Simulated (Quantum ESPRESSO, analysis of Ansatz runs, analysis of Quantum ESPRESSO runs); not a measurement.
## Local vibrational mode of the Ga-H pair in Si (PBE) (Quantum ESPRESSO)

How near does this set-up come to the measured local vibrational mode? Subject: Ga-H pair in Si. Set-up: PBE, PseudoDojo 0.4.1 SR PBE standard, 32-site cell, PBE lattice, k: the single point 1/4 1/4 1/4. The model is a cell of 32 host atoms with Ga put on another atom's site and H put in between. The frequencies come from force constants among the defect atom and its neighbours, with the masses of the isotopes named. Other potentials or another program check that the number doesn't hang on one set of files.

Measured beforehand: Si-H stretch, 1H: 2171 cm⁻¹, by IR absorption (quoted in “Local vibrational modes of impurities in silicon”, 2008, M.D. McCluskey, quoting earlier work (1987)). The calculation is set beside it at the end.

Program: Quantum ESPRESSO 7.5. Level of theory: Quantum ESPRESSO plane-wave DFT, PBE, PseudoDojo 0.4.1 SR PBE standard potentials; relaxation of all atoms of a defect supercell. Results are calculated unless marked as measured.

## Step 1: Set-up

The cell holds 33 atoms: 31 Si, 1 Ga and 1 H. Its edges and angles: a = 9.472 Å, b = 9.472 Å, c = 9.472 Å, α = 109.5°, β = 109.5°, γ = 109.5°. It derives from Si (space group Fd-3m). Nearest the centre at fractional (0.441, 0.500, 0.500): H33 at 0.57 Å, Ga11 at 0.99 Å, Si23 at 2.05 Å, Si32 at 2.59 Å, Si26 at 2.61 Å, Si27 at 2.62 Å, Si8 at 3.42 Å, Si7 at 3.43 Å.

The host's primitive cell comes from a first run (Quantum ESPRESSO plane-wave DFT, PBE, PseudoDojo 0.4.1 SR PBE standard potentials; relaxation of cell and atoms of a defect-free cell): vectors of 3.867, 3.867 and 3.867 Å. That is 20.45 Å³ an atom, 2.1 % over the diffraction cell's volume. The supercell is built on it.

## Step 2: Relaxation, charge 0

Every later number rests on the structure around the defect, so the atoms are relaxed at the host's lattice first.

pw.in reads:

```
&CONTROL
  calculation = 'relax'
  prefix = 'pwscf'
  outdir = './tmp'
  pseudo_dir = './pseudo'
  tprnfor = .true.
  disk_io = 'low'
  nstep = 70
  forc_conv_thr = 0.00039
  etot_conv_thr = 0.0001
/
&SYSTEM
  ibrav = 0
  nat = 33
  ntyp = 3
  ecutwfc = 80
  nbnd = 73
  occupations = 'smearing'
  smearing = 'fd'
  degauss = 0.00073499
  nosym = .true.
/
&ELECTRONS
  conv_thr = 3d-08
  electron_maxstep = 100
  mixing_beta = 0.5
/
&IONS
  ion_dynamics = 'bfgs'
/
ATOMIC_SPECIES
Si    28.0850 Si.upf
Ga    69.7230 Ga.upf
H      1.0080 H.upf
CELL_PARAMETERS angstrom
  -5.4688519894    5.4688519894    5.4688519894
   5.4688519894   -5.4688519894    5.4688519894
   5.4688519894    5.4688519894   -5.4688519894
ATOMIC_POSITIONS crystal
Si     0.0014647726   -0.0010681100    0.4997499853
Si    -0.0018556552    0.2475338571    0.2483166079
Si     0.0024329708    0.5010868504    0.0018781821
Si    -0.0021685195    0.7498932634    0.7499298411
Si     0.2505677635   -0.0017659625    0.2488877374
Si     0.2507525471    0.2487719976    0.0011804619
Si     0.2519670541    0.5024351688    0.7515409405
Si     0.2523185183    0.7504177728    0.5002910758
Si     0.4991038318   -0.0020944203    0.0002333358
Si     0.4991297610    0.2474800607    0.7491693663
Ga     0.5462056819    0.5009276050    0.4988176699
Si     0.5011192684    0.7503286159    0.2485917418
Si     0.7480699957   -0.0020773819    0.7477288511
Si     0.7480367537    0.2476163806    0.4989269615
Si     0.7519574689    0.5003515699    0.2520162658
Si     0.7517685254    0.7516953308    0.0024918564
Si    -0.0014553277   -0.0018223347    0.2474999943
Si    -0.0004402698    0.2517508277    0.0013726833
Si     0.0015149078    0.5025411528    0.7510357473
Si    -0.0005898880    0.7518606400    0.5007331429
Si     0.2507842315   -0.0016298198   -0.0009253502
Si     0.2480893424    0.2498084265    0.7505263728
Si     0.2259980185    0.5016446881    0.5020410161
Si     0.2491920589    0.7505468415    0.2517072052
Si     0.5008464185    0.0007402398    0.7485562969
Si     0.5024809464    0.2511309490    0.5017904851
Si     0.5022550540    0.5016495544    0.2503928818
Si     0.4980359369    0.7498653321    0.0004176179
Si     0.7476554699   -0.0020607915    0.4982286434
Si     0.7515659841    0.2523970327    0.2506085974
Si     0.7512656153    0.4993767535   -0.0011957831
Si     0.7477416126    0.7485014039    0.7477799119
H      0.3823913762    0.5018790512    0.5009922546
K_POINTS crystal
1
0.25 0.25 0.25 1.0
```

Launch:

```sh
> OMP_NUM_THREADS=1 mpirun -n 4 pw.x -in pw.in > pw.out
```

Log:

```text
This program is part of the open-source Quantum ESPRESSO suite
     for quantum simulation of materials; please cite
         "P. Giannozzi et al., J. Phys.:Condens. Matter 21 395502 (2009);
         "P. Giannozzi et al., J. Phys.:Condens. Matter 29 465901 (2017);
         "P. Giannozzi et al., J. Chem. Phys. 152 154105 (2020);
          URL
     in publications or presentations arising from this work. More details at

     Subspace diagonalization in iterative solution of the eigenvalue problem:
     a serial algorithm will be used

     --------------------
     sticks:   dense  smooth     PW     G-vecs:    dense   smooth      PW
     Min        1918    1918    509               106626   106626   14537
     Max        1920    1920    510               106627   106627   14540
     Sum        7677    7677   2037               426507   426507   58151

     Using Slab Decomposition

     bravais-lattice index     =            0
     lattice parameter (alat)  =      17.9001  a.u.
     unit-cell volume          =    4415.1463 (a.u.)^3
     number of atoms/cell      =           33
     number of atomic types    =            3
     number of electrons       =       138.00
     number of Kohn-Sham states=           73
     kinetic-energy cutoff     =      80.0000  Ry
     charge density cutoff     =     320.0000  Ry
     scf convergence threshold =      3.0E-08
     mixing beta               =       0.5000
     number of iterations used =            8  plain     mixing
     energy convergence thresh.=      1.0E-04
     force convergence thresh. =      3.9E-04
     Exchange-correlation= PBE
                           (   1   4   3   4   0   0   0)
     nstep                     =           70

     celldm(1)=  17.900109  celldm(2)=   0.000000  celldm(3)=   0.000000
     celldm(4)=   0.000000  celldm(5)=   0.000000  celldm(6)=   0.000000

     crystal axes: (cart. coord. in units of alat)
               a(1) = (  -0.577350   0.577350   0.577350 )
               a(2) = (   0.577350  -0.577350   0.577350 )
               a(3) = (   0.577350   0.577350  -0.577350 )

     reciprocal axes: (cart. coord. in units 2 pi/alat)
               b(1) = ( -0.000000  0.866025  0.866025 )
               b(2) = (  0.866025 -0.000000  0.866025 )
               b(3) = (  0.866025  0.866025  0.000000 )

     PseudoPot. # 1 for Si read from file:
     Si.upf
     Pseudo is Norm-conserving + core correction, Zval =  4.0
     Generated using ONCVPSP code by D. R. Hamann
     Using radial grid of 1510 points,  6 beta functions with:
                l(1) =   0
                l(2) =   0
                l(3) =   1
                l(4) =   1
                l(5) =   2
                l(6) =   2

     PseudoPot. # 2 for Ga read from file:
     Ga.upf
     Pseudo is Norm-conserving + core correction, Zval = 13.0
     Generated using ONCVPSP code by D. R. Hamann
     Using radial grid of 1902 points,  6 beta functions with:
                l(1) =   0
                l(2) =   0
                l(3) =   1
                l(4) =   1
                l(5) =   2
                l(6) =   2

     PseudoPot. # 3 for H  read from file:
     H.upf
     Pseudo is Norm-conserving, Zval =  1.0
     Generated using ONCVPSP code by D. R. Hamann
     Using radial grid of 1166 points,  3 beta functions with:
                l(1) =   0
                l(2) =   0
                l(3) =   1

     atomic species   valence    mass     pseudopotential
     Si                4.00    28.08500     Si( 1.00)
     Ga               13.00    69.72300     Ga( 1.00)
     H                 1.00     1.00800     H ( 1.00)

     No symmetry found

   Cartesian axes

     site n.     atom                  positions (alat units)
         1        Si     tau(   1) = (   0.2870684   0.2899931  -0.2883018  )
         2        Si     tau(   2) = (   0.2873508  -0.0006194  -0.0015233  )
         3        Si     tau(   3) = (   0.2889823  -0.2868136   0.2896229  )
         4        Si     tau(   4) = (   0.8671753  -0.0012309  -0.0012731  )
         5        Si     tau(   5) = (  -0.0019895   0.2893803  -0.0000496  )
         6        Si     tau(   6) = (  -0.0004619   0.0018250   0.2877191  )
         7        Si     tau(   7) = (   0.5785102   0.2892945   0.0016520  )
         8        Si     tau(   8) = (   0.5764209   0.0012654   0.2900869  )
         9        Si     tau(   9) = (  -0.2892322   0.2895017   0.2868138  )
        10        Si     tau(  10) = (   0.2872431   0.5778232  -0.0014778  )
        11        Ga     tau(  11) = (   0.2618512   0.3141338   0.3165702  )
        12        Si     tau(  12) = (   0.2874056  -0.0003566   0.5789993  )
        13        Si     tau(  13) = (  -0.0013963   0.8647992  -0.0010024  )
        14        Si     tau(  14) = (  -0.0008622   0.5769735   0.2867850  )
        15        Si     tau(  15) = (   0.0002369   0.2907664   0.5775193  )
        16        Si     tau(  16) = (   0.0013964   0.0014809   0.8665866  )
        17        Si     tau(  17) = (   0.1426823   0.1431061  -0.1447865  )
[...]
25        Si     tau(  25) = (   0.1434427   0.7209156  -0.1425880  )
        26        Si     tau(  26) = (   0.1445919   0.4348259   0.1453892  )
        27        Si     tau(  27) = (   0.1442148   0.1449140   0.4350402  )
        28        Si     tau(  28) = (   0.1456349  -0.1451527   0.7202350  )
        29        Si     tau(  29) = (  -0.1451964   0.7205013   0.1428168  )
        30        Si     tau(  30) = (  -0.1435064   0.4328843   0.4349494  )
        31        Si     tau(  31) = (  -0.1461185   0.1447377   0.7227491  )
        32        Si     tau(  32) = (   0.4321696   0.4312923   0.4321254  )
        33        H      tau(  33) = (   0.3582343   0.2202618   0.2212858  )

     number of k points=     1  Fermi-Dirac smearing, width (Ry)=  0.0007
                       cart. coord. in units 2pi/alat
        k(    1) = (   0.4330127   0.4330127   0.4330127), wk =   2.0000000

     Dense  grid:   426507 G-vectors     FFT dimensions: ( 108, 108, 108)

     Initial potential from superposition of free atoms

     starting charge     137.9783, renormalised to     138.0000
     Starting wfcs are  134 randomized atomic wfcs

     Self-consistent Calculation

     iteration #  1     ecut=    80.00 Ry     beta= 0.50
     Davidson diagonalization with overlap
     ethr =  1.00E-02,  avg # of iterations =  3.0

     Threshold (ethr) on eigenvalues was too large:
     Diagonalizing with lowered threshold

     Davidson diagonalization with overlap
     ethr =  6.16E-04,  avg # of iterations =  2.0

[...]
Forces acting on atoms (cartesian axes, Ry/au):

     atom    1 type  1   force =     0.00014421   -0.00011382    0.00003337
     atom    2 type  1   force =    -0.00014323    0.00003050    0.00004694
     atom    3 type  1   force =     0.00013330    0.00013451   -0.00003771
     atom    4 type  1   force =    -0.00011252    0.00013194    0.00021382
     atom    5 type  1   force =    -0.00006665   -0.00025040    0.00002620
     atom    6 type  1   force =    -0.00010823   -0.00002287   -0.00007010
     atom    7 type  1   force =    -0.00001784    0.00021292    0.00004005
     atom    8 type  1   force =    -0.00003320   -0.00011060    0.00029163
     atom    9 type  1   force =    -0.00005501   -0.00005919   -0.00012151
     atom   10 type  1   force =    -0.00000790    0.00018045   -0.00000165
     atom   11 type  2   force =     0.00029149   -0.00010607   -0.00021653
     atom   12 type  1   force =     0.00008360   -0.00006834    0.00025520
     atom   13 type  1   force =     0.00001441   -0.00012775    0.00004321
     atom   14 type  1   force =    -0.00011640   -0.00006722    0.00012286
     atom   15 type  1   force =     0.00001169    0.00002425   -0.00009903
     atom   16 type  1   force =     0.00012653    0.00009443    0.00003530
[...]
Total force =     0.001441     Total SCF correction =     0.000012
     Energy error            =      4.3E-06 Ry
     Gradient error          =      4.2E-04 Ry/Bohr

     number of scf cycles    =  14
     number of bfgs steps    =  13

     energy             old  =    -416.1949365962 Ry
     energy             new  =    -416.1949409069 Ry

     CASE: energy            _new < energy            _old

     new trust radius        =       0.0019598768 bohr
     new conv_thr            =       0.0000000003 Ry

ATOMIC_POSITIONS (crystal)
Si               0.0002386917        0.0001794356        0.4999511976
Si              -0.0096284298        0.2435339373        0.2436470930
Si               0.0002736449        0.4999096813        0.0002016353
Si               0.0063489000        0.7547398451        0.7548328345
Si               0.2498531973       -0.0026587130        0.2490477220
Si               0.2497955122        0.2488716210       -0.0024923353
Si               0.2466144456        0.5000163128        0.7564510247
Si               0.2465272087        0.7563535693        0.5001467224
Si               0.5001459562       -0.0001682460       -0.0001291554
Si               0.5007271902        0.2485107552        0.7510094117
Ga               0.5550990819        0.4998111228        0.4997558752
Si               0.5007788706        0.7508722774        0.2485434305
Si               0.7522486322        0.0024033009        0.7514641156
Si               0.7516193750        0.2451716227        0.5000846351
Si               0.7518201775        0.4999734035        0.2452379646
Si               0.7522182689        0.7513651233        0.0024089606
[...]
NEW-OLD atomic charge density approx. for the potential

     Self-consistent Calculation

     iteration #  1     ecut=    80.00 Ry     beta= 0.50
     Davidson diagonalization with overlap
     ethr =  1.00E-06,  avg # of iterations =  3.0

     Threshold (ethr) on eigenvalues was too large:
     Diagonalizing with lowered threshold

     Davidson diagonalization with overlap
     ethr =  7.02E-10,  avg # of iterations =  7.0

     total energy              =    -416.19494467 Ry
     estimated scf accuracy    <       0.00000062 Ry

     iteration #  2     ecut=    80.00 Ry     beta= 0.50
     Davidson diagonalization with overlap
     ethr =  4.46E-10,  avg # of iterations =  2.0

     total energy              =    -416.19494472 Ry
     estimated scf accuracy    <       0.00000014 Ry

     iteration #  3     ecut=    80.00 Ry     beta= 0.50
     Davidson diagonalization with overlap
     ethr =  1.02E-10,  avg # of iterations =  2.0

     total energy              =    -416.19494474 Ry
     estimated scf accuracy    <       0.00000003 Ry

     iteration #  4     ecut=    80.00 Ry     beta= 0.50
     Davidson diagonalization with overlap
     ethr =  2.49E-11,  avg # of iterations =  2.0

     total energy              =    -416.19494474 Ry
     estimated scf accuracy    <          2.6E-09 Ry

     iteration #  5     ecut=    80.00 Ry     beta= 0.50
     Davidson diagonalization with overlap
     ethr =  1.88E-12,  avg # of iterations =  6.0

     total energy              =    -416.19494474 Ry
     estimated scf accuracy    <          1.9E-09 Ry

     iteration #  6     ecut=    80.00 Ry     beta= 0.50
     Davidson diagonalization with overlap
     ethr =  1.36E-12,  avg # of iterations =  2.0

     End of self-consistent calculation

          k = 0.4330 0.4330 0.4330 ( 53288 PWs)   bands (ev):

    -8.4097  -8.2840  -8.2836  -8.2333  -8.2330  -5.0247  -4.9347  -4.9346
    -4.8071  -3.3170  -3.0990  -3.0988  -3.0582  -3.0581  -3.0488  -3.0483
    -3.0467  -3.0432  -2.9456  -2.9454  -2.6309  -0.5072  -0.2582  -0.2546
    -0.2541  -0.2284  -0.2280  -0.2101  -0.2081  -0.2077  -0.0092  -0.0088
     0.0088   1.9627   2.2528   2.2530   2.2593   2.3336   2.5664   2.5667
     2.5995   2.6377   2.6639   2.6643   2.6935   2.6938   2.7420   2.9522
     2.9525   3.7418   3.8640   3.8641   3.9135   3.9280   3.9283   3.9332
     4.0035   4.0040   4.0377   4.3416   4.3420   5.2722   5.3266   5.3270
     5.3630   5.3635   5.3782   5.7134   5.7137   7.3359   7.5393   7.5787
     7.5795

     the Fermi energy is     6.6676 ev

!    total energy              =    -416.19494474 Ry
     estimated scf accuracy    <          1.0E-10 Ry
     smearing contrib. (-TS)   =       0.00000000 Ry
     internal energy E=F+TS    =    -416.19494474 Ry

     The total energy is F=E-TS. E is the sum of the following terms:
     one-electron contribution =     -47.75603821 Ry
     hartree contribution      =      90.33862120 Ry
     xc contribution           =    -138.45545581 Ry
     ewald contribution        =    -320.32207193 Ry

     convergence has been achieved in   6 iterations

     Forces acting on atoms (cartesian axes, Ry/au):

[...]
atom   26 type  1   force =     0.00028190   -0.00030292   -0.00002393
     atom   27 type  1   force =     0.00033975    0.00007095   -0.00035165
     atom   28 type  1   force =    -0.00013352    0.00009899    0.00007169
     atom   29 type  1   force =     0.00002222    0.00008375    0.00027008
     atom   30 type  1   force =    -0.00019735   -0.00000024    0.00000856
     atom   31 type  1   force =     0.00001572    0.00029753   -0.00016907
     atom   32 type  1   force =    -0.00003940   -0.00009960   -0.00022308
     atom   33 type  3   force =     0.00005596   -0.00005480   -0.00006716

     Total force =     0.001465     Total SCF correction =     0.000021
     Energy error            =      3.8E-06 Ry
     Gradient error          =      3.5E-04 Ry/Bohr

     bfgs converged in  15 scf cycles and  14 bfgs steps
     (criteria: energy <  1.0E-04 Ry, force <  3.9E-04 Ry/Bohr)

     End of BFGS Geometry Optimization

     Final energy             =    -416.1949447443 Ry

     File ./tmp/pwscf.bfgs deleted, as requested
Begin final coordinates

ATOMIC_POSITIONS (crystal)
[...]
Si               0.5017511124        0.2376291281        0.5000095800
Si               0.5018811562        0.4998690265        0.2375166515
Si               0.5012021521        0.7518134922        0.0001216741
Si               0.7519291728       -0.0021507679        0.4999735992
Si               0.7457335202        0.2483700432        0.2485020832
Si               0.7520093355        0.4999554720       -0.0021103875
Si               0.7639399005        0.7621455261        0.7621686365
H                0.3719421746        0.5017282244        0.5009592299
End final coordinates

=------------------------------------------------------------------------------=
   JOB DONE.
=------------------------------------------------------------------------------=
```

It took 6.6 min on 4 MPI ranks of INTEL XEON PLATINUM 8581C at 2.10GHz (Emerald Rapids), shared host; peak memory 1.3 GiB.

Step by step:

```csv
step,energy less that of the first step (eV)
0,0.0000
1,-0.2599
2,-0.4379
3,-0.5242
4,-0.5467
5,-0.5636
6,-0.5670
7,-0.5689
8,-0.5703
9,-0.5715
10,-0.5722
11,-0.5724
12,-0.5726
13,-0.5726
14,-0.5727
```

The atoms that moved most (Å):

```
atom      dx      dy      dz  length
Si32   0.065   0.093   0.085   0.141
Si26  -0.080   0.060  -0.068   0.121
Si23   0.055  -0.076  -0.073   0.118
Si27  -0.078  -0.063   0.059   0.116
 H33   0.056  -0.057  -0.058   0.098
 Si8   0.063  -0.065   0.002   0.091
Ga11  -0.050   0.060   0.037   0.086
 Si7   0.043   0.011  -0.069   0.082
```

Final coordinates:

```xyz
33
Lattice="-5.4689 5.4689 5.4689 5.4689 -5.4689 5.4689 5.4689 5.4689 -5.4689" Properties=species:S:1:pos:R:3 pbc="T T T"
Si    2.7338    2.7345   -2.7319
Si    2.7170   -0.0520   -0.0533
Si    2.7335   -2.7313    2.7343
Si    8.2209    0.0352    0.0342
Si   -0.0189    2.7430   -0.0101
Si   -0.0187   -0.0086    2.7408
Si    5.5227    2.7511   -0.0537
Si    5.5234   -0.0529    2.7494
Si   -2.7369    2.7354    2.7350
Si    2.7278    5.4865   -0.0097
Ga    2.4307    3.0355    3.0361
Si    2.7270   -0.0085    5.4858
Si    0.0089    8.2104    0.0174
Si   -0.0348    5.5046    2.7164
Si   -0.0361    2.7185    5.5047
Si    0.0085    0.0178    8.2097
Si    1.3686    1.3836   -1.3710
Si    1.3696   -1.3699    1.3828
Si    6.8603    1.3610   -1.3916
Si    6.8614   -1.3915    1.3605
Si   -1.3672    1.3906    1.3888
Si    4.0860    4.0984   -1.3715
Si    4.3077    1.1622    1.1612
Si    4.0858   -1.3691    4.0970
Si    1.3709    6.8521   -1.3702
Si    1.2900    4.1789    1.3091
Si    1.2879    1.3099    4.1795
Si    1.3712   -1.3699    6.8519
Si   -1.3897    6.8582    1.3661
Si   -1.3610    4.0790    4.0776
Si   -1.3900    1.3669    6.8584
Si    4.1584    4.1780    4.1777
H     3.4495    2.0299    2.0383
```

Neighbours of the ideal centre at the end:

```
atom  distance (Å)
 H33         0.667
Ga11         1.078
Si23         2.170
Si32         2.728
Si26         2.729
Si27         2.731
 Si2         3.505
 Si8         3.506
 Si7         3.506
```

Neighbours of the added atoms: H33: Si23 1.50, Ga11 1.74, Si8 3.02 Å.

(Part 1 of 2 ends here.)

[Logs are printed without paths, hosts, clocks, repeated set-up lines and the standing remarks that a program may print on its own settings, such as how far it seeks lower states.]

[Hosts, paths, dates, database ids (printed as entryN), source tags and the programs' standing remarks are cut or masked in the printed files.]

[For some hosts the program warned that the k-mesh of the response run may be too coarse for force constants and the static dielectric constant; such warnings are not shown here.]
